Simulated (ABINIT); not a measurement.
## BP (F-43m): G0W0 in ABINIT against the bands in the self-energy

Wanted: the cheapest bands in the self-energy that holds the gap of BP (F-43m).

Method: PBE and many-body steps on it, plane waves, in ABINIT 10.8.3.

### Step 1. Starting point

It takes space group F-43m (No. 216, cubic). The conventional cell has a = 4.538 Å, b = 4.538 Å, c = 4.538 Å, α = 90.00°, β = 90.00°, γ = 90.00°. Nearest to B lie 4 P at 1.97 Å. Nearest to P lie 4 B at 1.97 Å. Farther neighbours are not listed.

Coordinates:

```cif
data_structure
_symmetry_space_group_name_H-M 'P 1'
_symmetry_Int_Tables_number 1
_cell_length_a 3.2089
_cell_length_b 3.2089
_cell_length_c 3.2089
_cell_angle_alpha 60.000
_cell_angle_beta 60.000
_cell_angle_gamma 60.000
_cell_volume 23.36
loop_
_atom_site_label
_atom_site_type_symbol
_atom_site_fract_x
_atom_site_fract_y
_atom_site_fract_z
_atom_site_occupancy
B1 B 0.00000 0.00000 0.00000 1
P2 P 0.25000 0.25000 0.25000 1
```

The cell and positions come from the Crystallography Open Database and are kept as given unless a step says otherwise.

### Step 2. Screening, 6×6×6 mesh, 57 bands, screening to 176.9 eV

This step: ABINIT 10.8.3; RPA screening on PBE, plane waves, norm-conserving pseudopotentials.

The RPA dielectric matrix is built and inverted for each q.

The input, run.abi:

```
acell 3*1.0 Angstrom
rprim 
  0.000000000000 2.269000000000 2.269000000000
  2.269000000000 0.000000000000 2.269000000000
  2.269000000000 2.269000000000 0.000000000000
ntypat 2
znucl 5 15
natom 2
typat 1 2
xred 
  0.000000000000 0.000000000000 0.000000000000
  0.250000000000 0.250000000000 0.250000000000
pp_dirpath "pseudos"
pseudos "B.upf, P.upf"
ecut 34
ngkpt 6 6 6
nshiftk 1
shiftk 0 0 0
kptopt 1
chksymbreak 0
istwfk *1
occopt 1
irdwfk 1
optdriver 3
nband 57
ecuteps 6.5
inclvkb 2
awtr 1
symchi 1
indata_prefix "in"
outdata_prefix "out"
tmpdata_prefix "tmp"
```

The run is started by

```
$ OMP_NUM_THREADS=1 mpirun -n 4 abinit run.abi > log
```

The log of the run:

```text
.Version 10.8.3 of ABINIT. v10.8.2 released Aug 2026.

 Symmetries : space group F-4 3 m (#216); Bravais cF (face-center cubic)
[... echo of the input left out ...]
== DATASET  1 ==================================================================
-   mpi_nproc: 4, omp_nthreads: 1 (-1 if OMP is not activated)

--- !DatasetInfo
iteration_state: {dtset: 1, }
dimensions: {natom: 2, nkpt: 16, mband: 57, nsppol: 1, nspinor: 1, nspden: 1, mpw: 1524, }
cutoff_energies: {ecut:  34.0, pawecutdg:  -1.0, }
electrons: {nelect:   8.00000000E+00, charge:   0.00000000E+00, occopt:   1.00000000E+00, tsmear:   1.00000000E-02, }

 SCREENING: Calculation of the susceptibility and dielectric matrices

 Based on a program developped by R.W. Godby, V. Olevano, G. Onida, and L. Reining.
 Incorporated in ABINIT by V. Olevano, G.-M. Rignanese, and M. Torrent.
.Using double precision arithmetic ; gwpc =  8

[... cell and pseudopotentials left out ...]
--------------------------------------------------------------------------------

 ==== K-mesh for the wavefunctions ====
 Number of points in the irreducible wedge :    16
[... list of points left out ...]
 Together with 24 symmetry operations and time-reversal symmetry
 yields   216 points in the full Brillouin Zone.

 ==== Q-mesh for the screening function ====
 Number of points in the irreducible wedge :    16
[... list of points left out ...]
 Together with 24 symmetry operations and time-reversal symmetry
 yields   216 points in the full Brillouin Zone.

 setmesh: FFT mesh size selected  =    24x   24x   24
          total number of points  =        13824

 vcoul_init : cutoff-mode = AUXILIARY_FUNCTION
 q-points for optical limit:   1
     1)      0.000010    0.000020    0.000030

- screening: taking advantage of time-reversal symmetry
- Maximum band index for partially occupied states nbvw = 4
- Remaining bands to be divided among processors   nbcw = 53
- Number of bands treated by each node ~13

 Number of electrons calculated from density =    8.0000; Expected =    8.0000
 average of density, n =  0.050741
 r_s =    1.6757
 omega_plasma =   21.7288 [eV]

 calculating chi0 at frequencies [eV] :
  1    0.000000E+00    0.000000E+00
  2    0.000000E+00    2.172879E+01

--------------------------------------------------------------------------------
  q-point number  1        q = ( 0.000000, 0.000000, 0.000000) [r.l.u.]
--------------------------------------------------------------------------------
[... chi0 elements left out ...]
 For q-point:  0.000010 0.000020 0.000030
  dielectric constant =   9.7317
  dielectric constant without local fields =  10.6495

  Average fulfillment of the sum rule on Im[epsilon] for q-point    1 :     82.06  [%]
[... wings left out ...]
  q-point number  2        q = ( 0.166667, 0.000000, 0.000000) [r.l.u.]
--------------------------------------------------------------------------------
[... chi0 elements left out ...]
  Average fulfillment of the sum rule on Im[epsilon] for q-point    2 :     91.62  [%]

 [... 14 further q-points ...]
```

Wall time 44 s (4 MPI ranks of Arm Neoverse N1, shared host); peak memory 0.57 GiB.

This step gave:

```
ε∞ with local fields, on this mesh, along the program's q direction : 9.732
the same without local fields                                       : 10.65
plasma frequency                                                    : 21.73 eV
plane waves in the screening matrix                                 : 137
```

Local fields lower ε∞ by 9 %.

### Step 3. 12 bands

This step: G0W0 on PBE, plane waves, norm-conserving pseudopotentials.

Edit run.abi of step 2 so:

```diff
@@ -23,8 +23,17 @@
 irdwfk 1
-optdriver 3
-nband 57
+optdriver 4
+nband 12
+gwcalctyp 0
+ecutsigx 34
+symsigma 1
+nkptgw 2
+kptgw 
+  0.0000000000 0.0000000000 0.0000000000
+  0.5000000000 0.5000000000 0.0000000000
+bdgw 
+  2 7
+  3 6
 ecuteps 6.5
-inclvkb 2
-awtr 1
-symchi 1
+irdscr 1
+ppmodel 1
 indata_prefix "in"
```

The log of the run:

```text
.Version 10.8.3 of ABINIT. v10.8.2 released Aug 2026.

 Symmetries : space group F-4 3 m (#216); Bravais cF (face-center cubic)
[... echo of the input left out ...]
== DATASET  1 ==================================================================
-   mpi_nproc: 4, omp_nthreads: 1 (-1 if OMP is not activated)

--- !DatasetInfo
iteration_state: {dtset: 1, }
dimensions: {natom: 2, nkpt: 16, mband: 12, nsppol: 1, nspinor: 1, nspden: 1, mpw: 1524, }
cutoff_energies: {ecut:  34.0, pawecutdg:  -1.0, }
electrons: {nelect:   8.00000000E+00, charge:   0.00000000E+00, occopt:   1.00000000E+00, tsmear:   1.00000000E-02, }

 SIGMA: Calculation of the GW corrections

 Based on a program developped by R.W. Godby, V. Olevano, G. Onida, and L. Reining.
 Incorporated in ABINIT by V. Olevano, G.-M. Rignanese, and M. Torrent.
.Using double precision arithmetic ; gwpc =  8

[... cell and pseudopotentials left out ...]
--------------------------------------------------------------------------------

 ==== K-mesh for the wavefunctions ====
 Number of points in the irreducible wedge :    16
[... list of points left out ...]
 Together with 24 symmetry operations and time-reversal symmetry
 yields   216 points in the full Brillouin Zone.

 ==== Q-mesh for screening function ====
 Number of points in the irreducible wedge :    16
[... list of points left out ...]
 Together with 24 symmetry operations and time-reversal symmetry
 yields   216 points in the full Brillouin Zone.

 vcoul_init : cutoff-mode = AUXILIARY_FUNCTION
 q-points for optical limit:   1
     1)      0.000010    0.000020    0.000030
 setmesh: FFT mesh size selected  =    32x   32x   32
          total number of points  =        32768

 Number of electrons calculated from density =    8.0000; Expected =    8.0000
 average of density, n =  0.050741
 r_s =    1.6757
 omega_plasma =   21.7288 [eV]

 === KS Band Gaps ===
  >>>> For spin  1
   Minimum direct gap =   3.4068 [eV], located at k-point      :   0.0000  0.0000  0.0000
   Fundamental gap    =   1.3473 [eV], Top of valence bands at :   0.0000  0.0000  0.0000
                                       Bottom of conduction at :   0.5000  0.5000  0.0000
 SIGMA fundamental parameters:
 PLASMON POLE MODEL  1
 number of plane-waves for SigmaX                 1459
 number of plane-waves for SigmaC and W            137
 number of plane-waves for wavefunctions          1459
 number of bands                                    12
 number of independent spin polarizations            1
 number of spinorial components                      1
 number of k-points in IBZ                          16
 number of q-points in IBZ                          16
 number of symmetry operations                      24
 number of k-points in BZ                          216
 number of q-points in BZ                          216
 number of frequencies for dSigma/dE                 9
 frequency step for dSigma/dE [eV]                0.25
 number of omega for Sigma on real axis              0
 max omega for Sigma on real axis  [eV]           0.00
 zcut for avoiding poles [eV]                     0.10

 EPSILON^-1 parameters (SCR file):
 dimension of the eps^-1 matrix on file            137
 dimension of the eps^-1 matrix used               137
 number of plane-waves for wavefunctions          1459
 number of bands                                    57
 number of q-points in IBZ                          16
 number of frequencies                               2
 number of real frequencies                          1
 number of imag frequencies                          1

 matrix elements of self-energy operator (all in [eV])

 Perturbative Calculation

--- !SelfEnergy_ee
iteration_state: {dtset: 1, }
kpoint     : [   0.000,    0.000,    0.000, ]
spin       : 1
KS_gap     :    3.407
QP_gap     :    4.312
Delta_QP_KS:    0.905
data: !SigmaeeData |
     Band     E0 <VxcDFT>   SigX SigC(E0)      Z dSigC/dE  Sig(E)    E-E0       E
        2   7.266 -13.300 -15.048   2.330   0.805  -0.243 -12.832   0.468   7.733
        3   7.266 -13.300 -15.048   2.330   0.805  -0.243 -12.832   0.468   7.733
        4   7.266 -13.300 -15.048   2.330   0.805  -0.243 -12.832   0.468   7.733
        5  10.672 -12.025  -7.238  -3.089   0.808  -0.238 -10.653   1.373  12.045
        6  10.672 -12.025  -7.238  -3.089   0.808  -0.238 -10.653   1.373  12.045
        7  10.672 -12.025  -7.238  -3.089   0.808  -0.238 -10.653   1.373  12.045

--- !SelfEnergy_ee
iteration_state: {dtset: 1, }
kpoint     : [   0.500,    0.500,    0.000, ]
spin       : 1
KS_gap     :    5.461
QP_gap     :    6.449
Delta_QP_KS:    0.988
data: !SigmaeeData |
     Band     E0 <VxcDFT>   SigX SigC(E0)      Z dSigC/dE  Sig(E)    E-E0       E
        3   3.152 -12.497 -15.992   3.512   0.782  -0.278 -12.484   0.013   3.165
        4   3.152 -12.497 -15.992   3.512   0.782  -0.278 -12.484   0.013   3.165
        5   8.613 -10.826  -6.523  -3.077   0.816  -0.225  -9.825   1.001   9.614
        6   8.933 -10.680  -6.271  -3.122   0.821  -0.217  -9.623   1.057   9.990

== END DATASET(S) ==============================================================
================================================================================

 -outvars: echo values of variables after computation  --------
           etotal      0.0000000000E+00
            nband          12
             nkpt          16
          spgroup         216
 [... the other variables as echoed above ...]

 Calculation completed.
```

Wall time 4.3 s (4 MPI ranks); peak memory 0.49 GiB; 17 s of CPU time.

Numbers from this step:

```yaml
g0w0_gap_on_the_points_computed: 1.881 eV
starting_gap_on_the_mesh: 1.347 eV
k_of_the_valence_top: 0, 0, 0
k_of_the_conduction_bottom: 0.5, 0.5, 0
z_at_the_valence_top: 0.805
z_at_the_conduction_bottom: 0.816
least_direct_g0w0_gap_on_the_computed_points: 4.312 eV
```

### Step 4. 17 bands

The self-energy is evaluated for the states that the input lists, and the levels follow from it, in one-shot runs by the linearised quasiparticle equation.

Edit run.abi of step 3 so:

```diff
@@ -24,3 +24,3 @@
 optdriver 4
-nband 12
+nband 17
 gwcalctyp 0
```

The log of the run:

```text
.Version 10.8.3 of ABINIT. v10.8.2 released Aug 2026.

 Symmetries : space group F-4 3 m (#216); Bravais cF (face-center cubic)
[... echo of the input left out ...]
== DATASET  1 ==================================================================
-   mpi_nproc: 4, omp_nthreads: 1 (-1 if OMP is not activated)

--- !DatasetInfo
iteration_state: {dtset: 1, }
dimensions: {natom: 2, nkpt: 16, mband: 17, nsppol: 1, nspinor: 1, nspden: 1, mpw: 1524, }
cutoff_energies: {ecut:  34.0, pawecutdg:  -1.0, }
electrons: {nelect:   8.00000000E+00, charge:   0.00000000E+00, occopt:   1.00000000E+00, tsmear:   1.00000000E-02, }

 SIGMA: Calculation of the GW corrections

 Based on a program developped by R.W. Godby, V. Olevano, G. Onida, and L. Reining.
 Incorporated in ABINIT by V. Olevano, G.-M. Rignanese, and M. Torrent.
.Using double precision arithmetic ; gwpc =  8

[... cell and pseudopotentials left out ...]
--------------------------------------------------------------------------------

 ==== K-mesh for the wavefunctions ====
 Number of points in the irreducible wedge :    16
[... list of points left out ...]
 Together with 24 symmetry operations and time-reversal symmetry
 yields   216 points in the full Brillouin Zone.

 ==== Q-mesh for screening function ====
 Number of points in the irreducible wedge :    16
[... list of points left out ...]
 Together with 24 symmetry operations and time-reversal symmetry
 yields   216 points in the full Brillouin Zone.

 vcoul_init : cutoff-mode = AUXILIARY_FUNCTION
 q-points for optical limit:   1
     1)      0.000010    0.000020    0.000030
 setmesh: FFT mesh size selected  =    32x   32x   32
          total number of points  =        32768

 Number of electrons calculated from density =    8.0000; Expected =    8.0000
[...]
number of omega for Sigma on real axis              0
 max omega for Sigma on real axis  [eV]           0.00
 zcut for avoiding poles [eV]                     0.10

 EPSILON^-1 parameters (SCR file):
 dimension of the eps^-1 matrix on file            137
 dimension of the eps^-1 matrix used               137
 number of plane-waves for wavefunctions          1459
 number of bands                                    57
 number of q-points in IBZ                          16
 number of frequencies                               2
 number of real frequencies                          1
 number of imag frequencies                          1

 matrix elements of self-energy operator (all in [eV])

 Perturbative Calculation

--- !SelfEnergy_ee
iteration_state: {dtset: 1, }
kpoint     : [   0.000,    0.000,    0.000, ]
spin       : 1
KS_gap     :    3.407
QP_gap     :    4.262
Delta_QP_KS:    0.855
data: !SigmaeeData |
     Band     E0 <VxcDFT>   SigX SigC(E0)      Z dSigC/dE  Sig(E)    E-E0       E
        2   7.266 -13.300 -15.048   1.884   0.799  -0.252 -13.192   0.108   7.374
        3   7.266 -13.300 -15.048   1.884   0.799  -0.252 -13.192   0.108   7.374
        4   7.266 -13.300 -15.048   1.884   0.799  -0.252 -13.192   0.108   7.374
[...]
--- !SelfEnergy_ee
iteration_state: {dtset: 1, }
kpoint     : [   0.500,    0.500,    0.000, ]
spin       : 1
KS_gap     :    5.461
QP_gap     :    6.390
Delta_QP_KS:    0.929
data: !SigmaeeData |
     Band     E0 <VxcDFT>   SigX SigC(E0)      Z dSigC/dE  Sig(E)    E-E0       E
[...]
5   8.613 -10.826  -6.523  -3.473   0.811  -0.233 -10.153   0.673   9.286
        6   8.933 -10.680  -6.271  -3.513   0.816  -0.226  -9.950   0.731   9.663

== END DATASET(S) ==============================================================
================================================================================

 -outvars: echo values of variables after computation  --------
           etotal      0.0000000000E+00
            nband          17
             nkpt          16
          spgroup         216
 [... the other variables as echoed above ...]

 Calculation completed.
```

Run time: 5.1 s. Hardware: 4 MPI ranks; peak memory 0.49 GiB.

This step gave:

```yaml
g0w0_gap_on_the_points_computed: 1.912 eV
starting_gap_on_the_mesh: 1.347 eV
k_of_the_valence_top: 0, 0, 0
k_of_the_conduction_bottom: 0.5, 0.5, 0
z_at_the_valence_top: 0.799
z_at_the_conduction_bottom: 0.811
least_direct_g0w0_gap_on_the_computed_points: 4.261 eV
```

The gap on the mesh goes from 1.35 eV to 1.91 eV, a correction of +0.56 eV.

### Step 5. 35 bands

Edit run.abi of step 4 so:

```diff
@@ -24,3 +24,3 @@
 optdriver 4
-nband 17
+nband 35
 gwcalctyp 0
```

The log of the run:

```text
.Version 10.8.3 of ABINIT. v10.8.2 released Aug 2026.

 Symmetries : space group F-4 3 m (#216); Bravais cF (face-center cubic)
[... echo of the input left out ...]
== DATASET  1 ==================================================================
-   mpi_nproc: 4, omp_nthreads: 1 (-1 if OMP is not activated)

--- !DatasetInfo
iteration_state: {dtset: 1, }
dimensions: {natom: 2, nkpt: 16, mband: 35, nsppol: 1, nspinor: 1, nspden: 1, mpw: 1524, }
cutoff_energies: {ecut:  34.0, pawecutdg:  -1.0, }
[...]
Band     E0 <VxcDFT>   SigX SigC(E0)      Z dSigC/dE  Sig(E)    E-E0       E
[...]
5   8.613 -10.826  -6.523  -3.917   0.806  -0.240 -10.515   0.311   8.924
        6   8.933 -10.680  -6.271  -3.964   0.811  -0.233 -10.320   0.360   9.293

== END DATASET(S) ==============================================================
================================================================================

 -outvars: echo values of variables after computation  --------
           etotal      0.0000000000E+00
            nband          35
             nkpt          16
          spgroup         216
 [... the other variables as echoed above ...]

 Calculation completed.
```

Wall time 6.7 s (4 MPI ranks); peak memory 0.5 GiB.

This step gave:

```
G0W0 gap on the points computed              : 1.975 eV
starting gap on the mesh                     : 1.347 eV
k of the valence top                         : 0, 0, 0
k of the conduction bottom                   : 0.5, 0.5, 0
least direct G0W0 gap on the computed points : 4.25 eV
```

Against the run before, the gap moves by +0.063 eV.

### Step 6. 57 bands

Edit run.abi of step 5 so:

```diff
@@ -24,3 +24,3 @@
 optdriver 4
-nband 35
+nband 57
 gwcalctyp 0
```

The log of the run:

```text
.Version 10.8.3 of ABINIT. v10.8.2 released Aug 2026.

 Symmetries : space group F-4 3 m (#216); Bravais cF (face-center cubic)
[... echo of the input left out ...]
== DATASET  1 ==================================================================
-   mpi_nproc: 4, omp_nthreads: 1 (-1 if OMP is not activated)

--- !DatasetInfo
iteration_state: {dtset: 1, }
dimensions: {natom: 2, nkpt: 16, mband: 57, nsppol: 1, nspinor: 1, nspden: 1, mpw: 1524, }
cutoff_energies: {ecut:  34.0, pawecutdg:  -1.0, }
[...]
Band     E0 <VxcDFT>   SigX SigC(E0)      Z dSigC/dE  Sig(E)    E-E0       E
[...]
5   8.613 -10.826  -6.523  -4.053   0.805  -0.242 -10.625   0.201   8.814
        6   8.933 -10.680  -6.271  -4.097   0.810  -0.234 -10.428   0.252   9.185

== END DATASET(S) ==============================================================
================================================================================

 -outvars: echo values of variables after computation  --------
           etotal      0.0000000000E+00
            nband          57
             nkpt          16
          spgroup         216
 [... the other variables as echoed above ...]

 Calculation completed.
```

Elapsed: 9 s, on 4 MPI ranks; peak memory 0.58 GiB.

This step gave:

- G0W0 gap on the points computed: 2.012 eV
- starting gap on the mesh: 1.347 eV
- k of the valence top: 0, 0, 0
- k of the conduction bottom: 0.5, 0.5, 0
- least direct G0W0 gap on the computed points: 4.259 eV

Against the run before, the gap moves by +0.037 eV.

### Step 7. The runs together

Times are wall times on 4 MPI ranks of Arm Neoverse N1, shared host, good to a factor of about two. A run's time includes the screening step that it read.

| run | mesh | bands | screening cutoff (eV) | DFT gap (eV) | gap on the mesh (eV) | direct (eV) | ε∞ used | time |
| --- | --- | --- | --- | --- | --- | --- | --- | --- |
| 12 bands | 6×6×6 | 12 | 176.9 | 1.347 | 1.881 | 4.312 | 9.73 | 48 s |
| 17 bands | 6×6×6 | 17 | 176.9 | 1.347 | 1.912 | 4.261 | 9.73 | 49 s |
| 35 bands | 6×6×6 | 35 | 176.9 | 1.347 | 1.975 | 4.250 | 9.73 | 50 s |
| 57 bands | 6×6×6 | 57 | 176.9 | 1.347 | 2.012 | 4.259 | 9.73 | 53 s |

### Step 8. Outcome

```json
{
 "12 bands": "1.881 eV",
 "17 bands": "1.912 eV",
 "35 bands": "1.975 eV",
 "57 bands": "2.012 eV",
 "known limits": "not at the basis limit"
}
```

**Reading.** The setting moved: bands in the self-energy. From 12 bands to 57 bands the gap moves by +0.13 eV. The last step still moves it by +0.037 eV. Bands and screening cutoff are coupled, so a series along one setting does not show full convergence. Bands and cutoff are finite, so the gap is not at the basis limit. The miss can reach some tenths of an eV and take either sign; the mesh is an error of its own. In the first G0W0 run levels were corrected at 2 k points alone, so a gap called «on the mesh» is the least over those, and an edge elsewhere would be missed.

[Paths, hosts, dates, memory and timing lines, banners, echoed tables and standing remarks are left out of the program output.]

[Logs are printed without paths, hosts, clocks, repeated set-up lines and the standing remarks that a program may print on its own settings, such as how far it seeks lower states.]

[Runs of the session that timed out or met a known fault of the program may be left out.]

[No measured gap is set beside runs whose start may be inverted or whose files or cutoffs have a known fault.]

[Hosts, paths, dates, database ids (printed as entryN), source tags and the programs' standing remarks are cut or masked in the printed files.]

[G0W0 gaps are taken among the corrected bands and points alone; a level outside them can change the order at an edge.]

[Where Ansatz stands beside ABINIT at settings called matched, ABINIT's density can come from a denser mesh and the files from another edition; pairs whose starting gaps differed by over 0.03 eV were left out, so agreement reads better than it is.]
